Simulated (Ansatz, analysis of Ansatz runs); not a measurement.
# Cu on a Zn site in ZnO: charge-transition level, LDA, part 2 of 2

Aim: the charge-transition level of the Cu on a Zn site in ZnO, to be set beside the measurement. Set-up: LDA, 72-site cell, LDA lattice, 420 eV, k: the single point 1/4 1/4 1/4 then 2x2x2 shifted 0.5 0.5 0.5. The model is a cell of 72 host atoms with 1 Zn taken out and 1 Cu put in. The level is the Fermi energy at which two charge states have equal formation energy, after a correction for the images of the charge. A local or semilocal functional is the cheapest first rung.

Ansatz 0.2.0; LDA, 72-site cell, LDA lattice, 420 eV, k: the single point 1/4 1/4 1/4 then 2x2x2 shifted 0.5 0.5 0.5.

So far: Starting point; Relaxation, charge 0.

## Step 3: Relaxation, charge −1

Level of this step: plane-wave PAW DFT, LDA; relaxation of all atoms of a defect supercell (Ansatz).

relax1/input.yaml reads:

```yaml
relax:
  f_tol: 0.02
  max_steps: 80
  random_displacement: { amplitude: 0.05, seed: 681 }
crystal:
  lattice:
    - [9.56031259, 0.0, 0.0]
    - [-4.78015629, 8.27947357, 0.0]
    - [0.0, 0.0, 10.30720213]
  atoms:
    - { symbol: Zn, position: [0.111111111, 0.222222222, 0.250171754] }
    - { symbol: Zn, position: [0.222222222, 0.111111111, 0.000171754] }
[... 22 atom lines left out ...]
    - { symbol: Zn, position: [0.444444444, 0.222222222, 0.250171754] }
[... 2 atom lines left out ...]
    - { symbol: O, position: [0.444444444, 0.222222222, 0.439333246] }
    - { symbol: Zn, position: [0.444444444, 0.222222222, 0.750171754] }
[... 3 atom lines left out ...]
    - { symbol: Zn, position: [0.444444444, 0.555555556, 0.250171754] }
[... 2 atom lines left out ...]
    - { symbol: O, position: [0.444444444, 0.555555556, 0.439333246] }
    - { symbol: Zn, position: [0.444444444, 0.555555556, 0.750171754] }
    - { symbol: Cu, position: [0.555555556, 0.444444444, 0.500171754] }
    - { symbol: O, position: [0.555555556, 0.444444444, 0.689333246] }
[... 17 atom lines left out ...]
    - { symbol: Zn, position: [0.777777778, 0.555555556, 0.250171754] }
[... 2 atom lines left out ...]
    - { symbol: O, position: [0.777777778, 0.555555556, 0.439333246] }
    - { symbol: Zn, position: [0.777777778, 0.555555556, 0.750171754] }
    - { symbol: Zn, position: [0.888888889, 0.444444444, 0.500171754] }
[... 9 atom lines left out ...]
    - { symbol: O, position: [0.777777778, 0.888888889, 0.939333246] }
  host:
    repeats: [3, 3, 2]
    atoms:
      - { symbol: Zn, position: [0.333333333, 0.666666667, 0.500343507] }
      - { symbol: Zn, position: [0.666666667, 0.333333333, 0.000343507] }
      - { symbol: O, position: [0.666666667, 0.333333333, 0.378666493] }
      - { symbol: O, position: [0.333333333, 0.666666667, 0.878666493] }
total_charge: -1
basis:
  ecutwfc: 420
  xc_grid: 2
hamiltonian:
  xc: lda
kpoints:
  mp_grid: { grid: [1, 1, 1], shift: [0.25, 0.25, 0.25] }
scf:
  occupations: { method: fermi_dirac, width: 0.01 }
  max_iter: 120
output:
  forces: true
  charged_corrections:
    epsilon: [5.07, 5.07, 5.12]
    static_epsilon: [9.45, 9.45, 10.2]
    defect_position: [0.555556, 0.444444, 0.500172]
checkpoint:
  write: "../relax1.run"
  compress: false
  write_wavefunctions: true
  write_every: 100000
```

Started as:

```sh
> ansatz run input.yaml --threads 4 --pin off --max-ram 7536MiB --backend cpu --events-out ev --progress --plain --runs-dir out
```

Numbers of over 12 decimals in the logs are rounded to 6 here.

Log:

```text
[...]
Crystal: 72 atoms, lattice volume = 815.860 Å³
Basis set: ecut = 420 eV, 15935 PW (Γ), exchange–correlation on 128×128×144 points (8 copies of the dense FFT grid, shifted against one another)
Bands: 400, of which v1, the nominal top of the filled ones, is band 328 counted from 1 (327 counted from 0)
Symmetry: 1 space group operations
k-points: 1
[...]
SCF iter   1: F=—  HF=-140169.388332 eV  |F-HF|=—  |Δ(HF+E_count)|=         —  Δρ=2.51e-2  dr2=4.03e0  ethr=1.77e-3  ⟨swp⟩=6.0  Hψ=1554  notcnv=0  defer=3
[...]
SCF iter  10: F=-140168.245552 eV  HF=-140168.245558 eV  |F-HF|=5.83e-6  |Δ(HF+E_count)|=   5.96e-6  Δρ=2.85e-5  dr2=9.10e-6  ethr=1.52e-9  ⟨swp⟩=3.0  Hψ=1394  notcnv=0
SCF 1 converged in 10 iterations: F = -140168.245552 eV  dr2 = 9.10e-6
[...]
--- Relaxed structure (8 steps of the walk, 8 accepted, 0 SCFs on fresh bases) ---
  F+E_penalty+E_count = -140169.60304504 eV   max|allowed force component| = 1.511e-2 eV/Å
  atoms:
    - { symbol: Zn, position: [0.111230, 0.222682, 0.250833] }
    - { symbol: Zn, position: [0.221995, 0.110887, -0.000596] }
    [... 22 atoms left out ...]
    - { symbol: Zn, position: [0.444316, 0.223615, 0.248566] }
    [... 2 atoms left out ...]
    - { symbol: O, position: [0.437519, 0.211322, 0.433886] }
    - { symbol: Zn, position: [0.444452, 0.223478, 0.748220] }
    [... 3 atoms left out ...]
    - { symbol: Zn, position: [0.446228, 0.553857, 0.253907] }
    [... 2 atoms left out ...]
    - { symbol: O, position: [0.445472, 0.554801, 0.439269] }
    [... 1 atom left out ...]
    - { symbol: Cu, position: [0.565491, 0.429299, 0.506318] }
    - { symbol: O, position: [0.554935, 0.445713, 0.698847] }
    [... 17 atoms left out ...]
    - { symbol: Zn, position: [0.775858, 0.555286, 0.249524] }
    [... 2 atoms left out ...]
    - { symbol: O, position: [0.786540, 0.561046, 0.434917] }
    - { symbol: Zn, position: [0.777107, 0.555927, 0.748420] }
    [... 11 atoms left out ...]
[key lines of the parts left out:]
SCF converged after 5 iterations
Free energy (F): -140169.603045 eV
Fermi energy:    9.543970 eV
```

The job ended after 3.6 min (4 threads of Arm Neoverse V1, shared host; peak memory 2.1 GiB; 14 min of CPU time).

The steps of the relaxation:

```tsv
step	energy less that of the first step (eV)	largest force component (eV/Å)
1	0.0000	1.4745
2	-0.7251	1.0481
3	-1.3369	0.1038
4	-1.3416	0.0757
5	-1.3470	0.0602
6	-1.3501	0.0966
7	-1.3575	0.0151
8	-1.3575	0.0151
```

The atoms that moved most (Å, from the sites as typed, ahead of the random displacement, the mean shift of all atoms taken out):

```tsv
atom	dx	dy	dz	length
Cu38	0.166	-0.124	0.064	0.217
O28	-0.016	-0.089	-0.055	0.106
O39	-0.014	0.012	0.099	0.101
O60	0.056	0.047	-0.045	0.086
Zn14	0.048	0.010	-0.007	0.049
O35	0.000	-0.001	-0.049	0.049
Zn34	-0.002	0.003	-0.048	0.048
Zn33	0.024	-0.012	0.039	0.048
```

Neighbours of Cu38 at the end:

```tsv
atom	distance (Å)
O28	1.961
O60	1.983
O39	1.997
O36	2.147
Zn30	2.975
Zn62	2.999
Zn29	3.025
Zn61	3.056
```

This step gave:

```yaml
free_energy: -140169.6030 eV
```

## Step 4: Single point, charge 0

The relaxed structure is kept, and the final numbers are taken at the final level and k-points.

This step: plane-wave PAW DFT, LDA; single point of a defect supercell.

point0/input.yaml reads:

```yaml
crystal:
  lattice:
    - [9.56031259, 0.0, 0.0]
    - [-4.78015629, 8.27947357, 0.0]
    - [0.0, 0.0, 10.30720213]
  atoms:
    - { symbol: Zn, position: [0.110388411, 0.222155371, 0.249963963] }
    - { symbol: Zn, position: [0.2224871, 0.110757942, -9.4854e-05] }
[... 11 atom lines left out ...]
    - { symbol: Zn, position: [0.223720435, 0.443640508, 0.499583077] }
[... 10 atom lines left out ...]
    - { symbol: Zn, position: [0.443553992, 0.222564293, 0.250716786] }
[... 2 atom lines left out ...]
    - { symbol: O, position: [0.440646353, 0.21926347, 0.439334345] }
    - { symbol: Zn, position: [0.44423006, 0.222003098, 0.749337328] }
[... 6 atom lines left out ...]
    - { symbol: O, position: [0.445436103, 0.553420977, 0.438047836] }
    - { symbol: Zn, position: [0.445688374, 0.55443614, 0.748929171] }
    - { symbol: Cu, position: [0.556783946, 0.442737593, 0.499336696], spin: 1.0 }
    - { symbol: O, position: [0.557429799, 0.443658928, 0.689133608] }
[... 6 atom lines left out ...]
    - { symbol: Zn, position: [0.555764176, 0.775370938, 0.499521618] }
[... 10 atom lines left out ...]
    - { symbol: Zn, position: [0.776940356, 0.556006638, 0.251354686] }
[... 2 atom lines left out ...]
    - { symbol: O, position: [0.780616155, 0.558872486, 0.440022641] }
    - { symbol: Zn, position: [0.778798769, 0.556285747, 0.749587255] }
[... 10 atom lines left out ...]
    - { symbol: O, position: [0.778045216, 0.888689347, 0.939432331] }
  host:
    repeats: [3, 3, 2]
    atoms:
      - { symbol: Zn, position: [0.333333333, 0.666666667, 0.500343507] }
      - { symbol: Zn, position: [0.666666667, 0.333333333, 0.000343507] }
      - { symbol: O, position: [0.666666667, 0.333333333, 0.378666493] }
      - { symbol: O, position: [0.333333333, 0.666666667, 0.878666493] }
basis:
  ecutwfc: 420
  xc_grid: 2
hamiltonian:
  xc: lda
kpoints:
  mp_grid: { grid: [2, 2, 2], shift: [0.5, 0.5, 0.5] }
magnetization:
  spin_polarized: true
  initial_magnetization: 1
  spin_locking: { lock_magnetization: hard }
scf:
  occupations: { method: fermi_dirac, width: 0.01 }
  max_iter: 120
output:
  forces: true
  charged_corrections:
    epsilon: [5.07, 5.07, 5.12]
    static_epsilon: [9.45, 9.45, 10.2]
    defect_position: [0.555556, 0.444444, 0.500172]
  eigenvalues: true
checkpoint:
  write: "../point0.run"
  compress: false
  write_wavefunctions: true
  write_every: 100000
```

Log:

```text
[...]
Crystal: 72 atoms, lattice volume = 815.860 Å³
Basis set: ecut = 420 eV, 15935 PW (Γ), exchange–correlation on 128×128×144 points (8 copies of the dense FFT grid, shifted against one another)
Bands: 400, of which v1, the nominal top of the filled ones, is band 328 counted from 1 (327 counted from 0)
Symmetry: 1 space group operations
[...]
k-points: 4 of 8 (time reversal used)
[...]
Starting moments: Σ|m| = 1 μB on 1 of 72 sites
[...]
SCF iter   1: F=—  HF=-140193.573694 eV  |F-HF|=—  |Δ(HF+E_count)|=         —  Δρ=5.00e-2 (↑5.00e-2 ↓5.00e-2)  dr2=4.38e1  dr2_m=2.71e-1  M=1.000 μB ∫|m|=1.008 μB  β_m=0.30  ethr=3.10e-3  ⟨swp⟩=6.0  Hψ=11696  notcnv=0  defer=4
[...]
spin=Collinear: Kerker preconditioning applied to the charge; magnetization (m = ρ↑ − ρ↓) channel mixes plain (no charge-response kernel on spin).
[...]
--- Forces (eV/Å), atoms counted from 1 ---
  atom   1  Zn    -0.00149782     0.01062738    -0.00558177
  atom   2  Zn    -0.00257549     0.01190335    -0.00488292
  [... 22 atoms left out ...]
  atom  25  Zn     0.01254932     0.01268735    -0.02123242
  [... 2 atoms left out ...]
  atom  28  O      0.11157271     0.10672514    -0.03214674
  atom  29  Zn     0.02719935     0.03059048     0.01008261
  [... 6 atoms left out ...]
  atom  36  O     -0.12080619     0.08444835    -0.03215368
  atom  37  Zn     0.03635867    -0.02085775    -0.00231885
  atom  38  Cu     0.05389376    -0.02690643    -0.01816891
  atom  39  O     -0.04279075     0.01191859     0.11562528
  [... 6 atoms left out ...]
  atom  46  Zn    -0.02792889    -0.03612436     0.00582992
  [... 10 atoms left out ...]
  atom  57  Zn     0.00378169    -0.01411341    -0.02766536
  [... 2 atoms left out ...]
  atom  60  O     -0.04717232    -0.14782555    -0.03957072
  [... 12 atoms left out ...]
  max |Σ_I F_I| component: 2.08e-5 eV/Å
--- Band table (eV; the first three rows and the last of 8) ---
[...]
[... further k-points left out ...]
[key lines of the parts left out:]
SCF converged after 25 iterations
Magnetization: 1.0000 μB (328.0000 up, 327.0000 down)
Free energy (F): -140177.596784 eV
Fermi energy:    8.031399 (↑ 8.459311, ↓ 8.031399) eV
```

The job ended after 8.5 min (4 threads; peak memory 5.3 GiB; 34 min of CPU time).

Numbers from this step:

- free energy: -140177.5968 eV
- smearing term TS: 0.01161 eV
- total moment: 1 μB
- integral of the absolute spin density: 1.051 μB
- spin contamination: 0.001889

## Step 5: Single point, charge −1

This step: plane-wave PAW DFT, LDA; single point of a defect supercell.

point1/input.yaml reads:

```yaml
crystal:
  lattice:
    - [9.56031259, 0.0, 0.0]
    - [-4.78015629, 8.27947357, 0.0]
    - [0.0, 0.0, 10.30720213]
  atoms:
    - { symbol: Zn, position: [0.11123003, 0.222681502, 0.250833419] }
    - { symbol: Zn, position: [0.221995102, 0.110886879, -0.00059624] }
[... 11 atom lines left out ...]
    - { symbol: Zn, position: [0.227903139, 0.445481792, 0.499404766] }
[... 13 atom lines left out ...]
    - { symbol: O, position: [0.437518795, 0.211321733, 0.433886348] }
    - { symbol: Zn, position: [0.444451887, 0.223478015, 0.748219822] }
[... 3 atom lines left out ...]
    - { symbol: Zn, position: [0.446228385, 0.553856958, 0.253906588] }
[... 2 atom lines left out ...]
    - { symbol: O, position: [0.445471754, 0.554800635, 0.439269094] }
    - { symbol: Zn, position: [0.443975091, 0.556450471, 0.748168661] }
    - { symbol: Cu, position: [0.565491432, 0.429298547, 0.506317983] }
    - { symbol: O, position: [0.554935258, 0.445713303, 0.69884684] }
[... 6 atom lines left out ...]
    - { symbol: Zn, position: [0.55454012, 0.772394291, 0.499252618] }
[... 10 atom lines left out ...]
    - { symbol: Zn, position: [0.775857792, 0.555286003, 0.249524145] }
[... 2 atom lines left out ...]
    - { symbol: O, position: [0.786540062, 0.561046354, 0.434916883] }
    - { symbol: Zn, position: [0.777106954, 0.555926634, 0.748419945] }
[... 10 atom lines left out ...]
    - { symbol: O, position: [0.777625189, 0.889275549, 0.939277627] }
  host:
    repeats: [3, 3, 2]
    atoms:
      - { symbol: Zn, position: [0.333333333, 0.666666667, 0.500343507] }
      - { symbol: Zn, position: [0.666666667, 0.333333333, 0.000343507] }
      - { symbol: O, position: [0.666666667, 0.333333333, 0.378666493] }
      - { symbol: O, position: [0.333333333, 0.666666667, 0.878666493] }
total_charge: -1
basis:
  ecutwfc: 420
  xc_grid: 2
hamiltonian:
  xc: lda
kpoints:
  mp_grid: { grid: [2, 2, 2], shift: [0.5, 0.5, 0.5] }
scf:
  occupations: { method: fermi_dirac, width: 0.01 }
  max_iter: 120
output:
  forces: true
  charged_corrections:
    epsilon: [5.07, 5.07, 5.12]
    static_epsilon: [9.45, 9.45, 10.2]
    defect_position: [0.555556, 0.444444, 0.500172]
  eigenvalues: true
checkpoint:
  write: "../point1.run"
  compress: false
  write_wavefunctions: true
  write_every: 100000
```

Log:

```text
[...]
Crystal: 72 atoms, lattice volume = 815.860 Å³
Basis set: ecut = 420 eV, 15935 PW (Γ), exchange–correlation on 128×128×144 points (8 copies of the dense FFT grid, shifted against one another)
Bands: 400, of which v1, the nominal top of the filled ones, is band 328 counted from 1 (327 counted from 0)
Symmetry: 1 space group operations
[...]
k-points: 4 of 8 (time reversal used)
[...]
SCF iter   1: F=—  HF=-140170.029538 eV  |F-HF|=—  |Δ(HF+E_count)|=         —  Δρ=2.43e-2  dr2=3.44e0  ethr=1.77e-3  ⟨swp⟩=6.0  Hψ=6304  notcnv=0  defer=6
[...]
SCF iter  14: F=-140169.002757 eV  HF=-140169.002757 eV  |F-HF|=2.46e-8  |Δ(HF+E_count)|=   8.61e-8  Δρ=1.72e-6  dr2=3.66e-8  ethr=1.52e-11  ⟨swp⟩=9.8  Hψ=9121  notcnv=0
SCF 1 converged in 14 iterations: F = -140169.002757 eV  dr2 = 3.66e-8
[...]
SCF converged after 14 iterations
Free energy (F): -140169.002757 eV
[...]
atom   2  Zn    -0.01562833    -0.00153421     0.00396666
  [... 11 atoms left out ...]
  atom  14  Zn    -0.03501014    -0.01115902     0.01384303
  [... 13 atoms left out ...]
  atom  28  O      0.00932676     0.03794962     0.04130122
  atom  29  Zn    -0.00345836    -0.04218476     0.04472986
  [... 3 atoms left out ...]
  atom  33  Zn    -0.00224679    -0.00267983    -0.04007619
  [... 2 atoms left out ...]
  atom  36  O      0.08437335    -0.05243775     0.02254071
  [... 1 atom left out ...]
  atom  38  Cu    -0.13935013     0.05973659     0.00509733
  atom  39  O      0.06049979    -0.00739279    -0.11561825
  [... 6 atoms left out ...]
  atom  46  Zn    -0.00390304     0.02978789     0.01815672
  [... 13 atoms left out ...]
  atom  60  O     -0.03481413    -0.01272611     0.05877979
  atom  61  Zn     0.03005261     0.01958077     0.04576195
  [... 11 atoms left out ...]
  max |Σ_I F_I| component: 1.25e-5 eV/Å
[...]
F Makov-Payne    = n/a  (the rows are of the electrons' constant alone; ansatz place-levels tells what screens the charge)
[...]
--- Band table (eV) ---
[...]
[... further k-points left out ...]
[key lines of the parts left out:]
Fermi energy:    9.180131 eV
```

The job ended after 3 min (4 threads; peak memory 5.3 GiB; 12 min of CPU time).

This step gave:

```yaml
free_energy: -140169.0028 eV
```

## Step 6: Charge-transition levels

A charged cell feels its images and has its own zero of potential; this step corrects both and places the level between the host's band edges.

This step: place-levels on LDA runs: charge-transition levels with image-charge correction and potential alignment at the atomic sites.

levels.yaml reads:

```yaml
host:
  run: host.point.run
states: [point0.run, point1.run]
geometry_from:
  point0.run: relax0.run
  point1.run: relax1.run
  host.point.run: host.relax.run
```

Started as:

```sh
> ansatz place-levels levels.yaml -- --threads 4 --pin off --max-ram 7536MiB
```

Log:

```text
(0/-1) 0.800 eV above the valence edge (+1.214 eV without the band-filling correction), 0.000 eV under the conduction edge
  edges by lda, gap 0.800 eV; the host is sampled to repeats of 19.12 Å
  the defect's cells are sampled to repeats of 19.12 Å, like sampling
  charge 0: +0.000 eV for its dipole among its images, +0.000 omitted
  states[0] (point0.run): levels filled in part (TS 0.012 eV): its energy is of no whole electron's
  charge -1: -140168.8485 eV with its correction of +0.154 eV, at epsilon [9.45, 9.45, 10.2], aligned at sites: +0.0722 eV, mean over 33 atomic sites at or beyond 4.78 Å from the defect at [0.5556, 0.4444, 0.5002], with +0.002361 for the charge's moments and [...]
  of states[1] (point1.run): how wide its charge is, is not read beside other atoms or cores, and a band state would take no correction. [...]
```

It took 0.21 s on 4 threads.

Read from the output:

```
gap : 0.8003 eV
```

## Step 7: Outcome

This set-up is not sound: the carrier goes into a band, and the band-filling term draws the level to the band edge, so there is no figure to set beside the measurement.

[Logs are printed without paths, hosts, clocks, repeated set-up lines and the standing remarks that a program may print on its own settings, such as how far it seeks lower states.]

[Hosts, paths, dates, database ids (printed as entryN), source tags and the programs' standing remarks are cut or masked in the printed files.]

[For some hosts the program warned that the k-mesh of the response run may be too coarse for force constants and the static dielectric constant; such warnings are not shown here.]
